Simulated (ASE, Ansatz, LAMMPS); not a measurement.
# Localised basis functions on (7,0) carbon nanotube in a second wall (184 atoms), part 2 of 2

Aim: test how closely localised support functions follow the reference on (7,0) carbon nanotube in a second wall (184 atoms), and at what cost. A setting counts as converged where the r.m.s. difference of forces stays under 1 % of the r.m.s. force.

Ansatz 0.2.0; Kohn-Sham DFT, r2SCAN+D4, PAW (set soft_2), plane waves.

The cell: 184 C. Beside vacuum, support functions can miss their usual error bounds without a warning. Only the Γ point is sampled, in a cell whose periodic width is 8 Å.

So far: Starting point; How the cell was made; Plane-wave single point.

### 3. Plane-wave single point (continued)

Valence density in the ca plane at fractional y = 0.395, with atoms of C within 0.2 Å of it. It is the smooth field of the valence electrons, not physical close to the nuclei.

Ten even steps from '_' (0.0 e/Å³) to '@' (1.8 e/Å³), each cell a mean:
```
______________________________________________
______________________________________________
______________________________________________
______________________________________________
________..______..____________..______..______
__..==##%%%%%%%%%%**::....::**%%%%%%%%%%##==..
__..--==++======++==::....::==++======++==--..
______________________________________________
______________________________________________
__..--++++++++++++==..____::==++++++++++++--..
::==##@@%%**++##@@@@++----++@@@@##++**%%@@##--
++**####==::..--**%%##****##%%**::..::==####**
..::++%%%%##**##%%##--....--##%%##**##%%%%++::
##%%@@@@++::..--##@@%%####%%@@##--..::++@@@@%%
----==--..____..::==--------==::..____::--==--
______________________________________________
______________________________________________
__..==************++::....::++************--..
__..--************==::____::==************--..
______________________________________________
______________________________________________
______________________________________________
______________________________________________
______________________________________________
```
Columns run along c (8.4 Å), rows up along a (22.5 Å). Atoms in or near the plane, at fractional coordinates: C at (0.09, 0.42), C at (0.43, 0.42), C at (0.18, 0.58), C at (0.34, 0.58), C at (0.18, 0.25), C at (0.34, 0.25), C at (0.18, 0.75), C at (0.34, 0.75), C at (0.59, 0.42), C at (0.93, 0.42), C at (0.68, 0.58), C at (0.84, 0.58), C at (0.68, 0.25), C at (0.84, 0.25) and more.

Löwdin charges run from +0.03 to +0.04 e, about a mean that is the spilled charge alone. Within 0.4 eV of the Fermi level the largest share is C p (98 % of the projected weight).

### 4. Structure statistics

Bonds and neighbours are counted at the geometry of the runs.

Normalised to the volume that the atoms fill. Pair distribution function in bins of 0.2 Å:

```
r (Å)  total
 1.30   4.13
 1.50   1.69
 1.70   0.00
 1.90   0.00
 2.10   0.00
 2.30   0.00
 2.50   3.82
 2.70   1.46
 2.90   0.00
 3.10   0.00
 3.30   0.00
 3.50   0.64
 3.70   1.93
 3.90   0.30
 4.10   1.94
 4.30   0.44
 4.50   0.58
 4.70   0.53
 4.90   1.32
 5.10   0.99
 5.30   0.28
 5.50   0.99
 5.70   0.41
 5.90   0.60
 6.10   0.92
 6.30   1.16
 6.50   0.31
 6.70   0.30
```

Bonds by pair of elements; cutoffs follow the first minimum of g(r), held within bounds set by covalent radii, and pairs that aren't listed don't count as bonded:

```
pair A-B  cutoff (Å)  bonds  mean length (Å)  spread (Å)  shortest (Å)  B about A  A about B
     C-C        1.82    276             1.40       0.006          1.40          3          3
```

How many atoms have how many bonded neighbours:

```
element  mean    3
      C     3  184
```

Bond angles, per cent of each kind in bins of 5°:

```
angle (°)  C-C-C
  115–120  100.0
```

Bond angles (no mean is given where the spread exceeds 20°):

```
angle  count  mean (°)  spread (°)
C-C-C    552       119         0.8
```

By these cutoffs all C atoms have 3 bonded neighbours. The C-C-C angle averages 119° with a spread of 0.8°.

A closer look about C59, which bears the longest force: 13 atoms, nearest first, numbered in the order of the input, with positions taken from that point.

```
atom     x      y      z  distance (Å)  bonds  Löwdin charge (e)     Fx     Fy  Fz (eV/Å)
 C59  0.00   0.00   0.00          0.00      3               0.04  -0.11   0.00      -0.76
 C62  0.00   0.00   1.40          1.40      3               0.04  -0.11   0.00       0.76
 C56  0.12   1.21  -0.69          1.40      3               0.04  -0.12   0.02       0.74
 C60  0.12  -1.21  -0.69          1.40      3               0.04  -0.12  -0.02       0.74
 C55  0.47   2.37   0.00          2.42      3               0.04  -0.11   0.04      -0.74
 C63  0.47  -2.37   0.00          2.42      3               0.04  -0.11  -0.04      -0.74
 C61  0.12   1.21   2.09          2.42      3               0.04  -0.12   0.02      -0.74
 C65  0.12  -1.21   2.09          2.42      3               0.04  -0.12  -0.02      -0.74
C153  0.12   1.21  -2.09          2.42      3               0.04  -0.12   0.02      -0.74
C157  0.12  -1.21  -2.09          2.42      3               0.04  -0.12  -0.02      -0.74
C154  0.00   0.00  -2.79          2.79      3               0.04  -0.11   0.00       0.76
 C58  0.47   2.37   1.40          2.79      3               0.04  -0.11   0.04       0.74
 C66  0.47  -2.37   1.40          2.79      3               0.04  -0.11  -0.04       0.74
```

The column of bonds counts only the pairs C-C within 1.82 Å; other neighbours, such as metal atoms beside each other in a compound, aren't counted, and periodic images can show an atom twice.

### 5. Support functions medium

The cell is solved in localised support functions.

This step: Kohn-Sham DFT, r2SCAN+D4, PAW (set soft_2), localised support functions (medium) (Ansatz 0.2.0).

Input file input.yaml:

```yaml
crystal:
  lattice:
    - [22.52868, 0.0, 0.0]
    - [0.0, 22.52868, 0.0]
    - [0.0, 0.0, 8.36276]
  atoms:
    [... the 184 atom lines of step 3 ...]
kpoints:
  mp_grid: { grid: [1, 1, 1] }
hamiltonian:
  xc: r2scan
  dispersion: d4
scf:
  occupations: { method: gaussian, width: 0.025 }
  eigensolver: { kind: { support_functions: { accuracy: medium } } }
  mixing: { beta: 0.2 }
  max_iter: 150
output:
  forces: true
  eigenvalues: true
```

On the command line:

```
> ansatz run input.yaml --threads 8 --pin off --max-ram 15872MiB --backend cpu --events-out ev --progress --plain --runs-dir out
```

Log:

```text
Warning: scf.eigensolver.kind.support_functions: disabling space-group detection — the functions' gradient is summed over unrotated k-points, so no spatial operation reduces the k-mesh or symmetrises the density; time reversal is kept, so that k and −k are solved as one point where they differ and the mesh holds both, and exact exchange and, on two spinor components, a DFT+U term hold to it where the run has them: [...]
settings of this run that can trade accuracy for cost: scf.eigensolver.kind.support_functions [...]
[...]
Crystal: 184 atoms, lattice volume = 4244.447 Å³
Basis set: ecut = 500 eV, 107703 PW (Γ), exchange–correlation on 540×540×192 points (27 copies of the dense FFT grid, shifted against one another)
Bands: 442, of which v1, the nominal top of the filled ones, is band 368 counted from 1 (367 counted from 0)
Symmetry: 1 space group operations
k-points: 1
[...]
SCF iter   1: F=—  HF=-46297.927265 eV  |F-HF|=—  |Δ(HF+E_count)|=         —  Δρ=6.89e-2  dr2=2.01e2  dr2_τ=5.98e1  ethr=1.00e-1
[...]
SCF iter  16: F=-46279.482617 eV  HF=-46279.482600 eV  |F-HF|=1.77e-5  |Δ(HF+E_count)|=   1.51e-4  Δρ=7.70e-6  dr2=2.20e-6  dr2_τ=1.99e-8  ethr=6.53e-10
SCF 1 converged in 16 iterations: F = -46279.484646 eV  dr2 = 2.20e-6
[...]
SCF converged after 16 iterations
Stability not checked: this state was not tested for a lower state beside it, because the mixer in use, unlike msr1, does not test its closes by its own steps (another_mixer; see scf.mixing.algorithm and scf.lower_state_search)
Free energy (F): -46279.484646 eV
[...]
Internal energy: -46279.471151 eV  (E = F + TS)
E sigma→0 (E₀):  -46279.477898 eV
Entropy (-TS):   -0.013495 eV (-0.073 meV/atom)
Fermi energy:    -0.142631 eV
[...]
--- Forces (eV/Å), atoms counted from 1 ---
  atom   1  C     -0.01231135    -0.00002203    -0.26174293
  atom   2  C     -0.00946176    -0.00320550     0.26355841
  atom   3  C     -0.00729169    -0.00841737    -0.26363201
  atom   4  C     -0.00269310    -0.01225337     0.26257631
  atom   5  C     -0.00946946    -0.00318533    -0.26349422
  atom   6  C     -0.00730049    -0.00835531     0.26364162
  atom   7  C      0.00290375    -0.00945770    -0.26398234
  atom   8  C      0.00629146    -0.01000265     0.26328116
  atom   9  C     -0.00267188    -0.01229660    -0.26249883
  atom  10  C      0.00290263    -0.00944361     0.26393492
  atom  11  C      0.01174285    -0.00273245    -0.26249238
  atom  12  C      0.00928758    -0.00002926     0.26338136
  atom  13  C      0.00629447    -0.01004589    -0.26319145
  atom  14  C      0.01172681    -0.00271685     0.26252012
[...]
atom 183  C      0.12239378    -0.02195738    -0.74136487
  atom 184  C      0.10971924    -0.00014432     0.73711171
  max |Σ_I F_I| component: 3.87e-3 eV/Å
--- Band table (eV) ---
[...]
```

It took 5.3 min on 8 threads of Arm Neoverse V2, shared host; peak memory 12 GiB.

The program notes that the band table was not solved further than the SCF left it and it switched symmetry off.

Keys that differ from the reference: support_functions.accuracy = "medium", scf.max_iter = 150 and scf.mixing.beta = 0.2.

Forces differ from the reference by 1.1 meV/Å r.m.s., 0.31 % of their size, within a tolerance of 1 %; the energy by -3.1 meV/atom. It took 5.3 min and 16 cycles; the reference's time can't be set against it, since the two runs asked for unlike analyses.

### 6. Cost against change

Each row is set against the plane-wave reference (Kohn-Sham DFT, r2SCAN+D4, PAW (set soft_2), plane waves; r.m.s. force component 0.372 eV/Å). Energies are set beside the reference only for runs with its functional, potentials and electron count. Times are for 8 threads of Arm Neoverse V2, shared host. The reference's time includes the DOS and grids, which some other runs skip.

```
                     run  Δ force, r.m.s. (meV/Å)  share of r.m.s. force (%)  Δ energy (meV/atom)  cycles     time  host memory (GiB)
               reference                        -                          -                    -      11  1.8 min                 13
support functions medium                     1.14                      0.307                -3.12      16  5.3 min                 12
```

### 7. Outcome

| Item | Value |
| --- | --- |
| free energy per atom | -251.5158 eV/atom |
| r.m.s. force component | 0.3723 eV/Å |
| wall time of the 2 DFT runs | 7 min |

In words: Against plane waves at 500 eV, the forces differ by 1.1 meV/Å (0.31 %) with support functions medium. At 184 atoms the run with support functions medium takes roughly 3.0 times the time of plane waves (whose run also made extra analyses, so the like-for-like ratio is larger), in 16 SCF cycles against 11. Differences between support functions and plane waves include what basis error the plane-wave run still has.

3 levels are partly filled by over 2 % (at Γ alone), and the list of levels jumps by 0.53 eV between +0.05 and +0.58 eV: the Fermi level sits among few, sparse states, as at a band edge, among defect levels or in a metal whose levels bunch into shells on a coarse mesh. By these cutoffs all C atoms have 3 bonded neighbours.

**Limits.** The geometry was minimised with a classical potential and isn't relaxed at this level: its force components are 0.37 eV/Å r.m.s.

[Logs are printed without paths, hosts, clocks, repeated set-up lines and the standing remarks that a program may print on its own settings, such as how far it seeks lower states.]

[Hosts, paths, dates, database ids (printed as entryN), source tags and the programs' standing remarks are cut or masked in the printed files.]
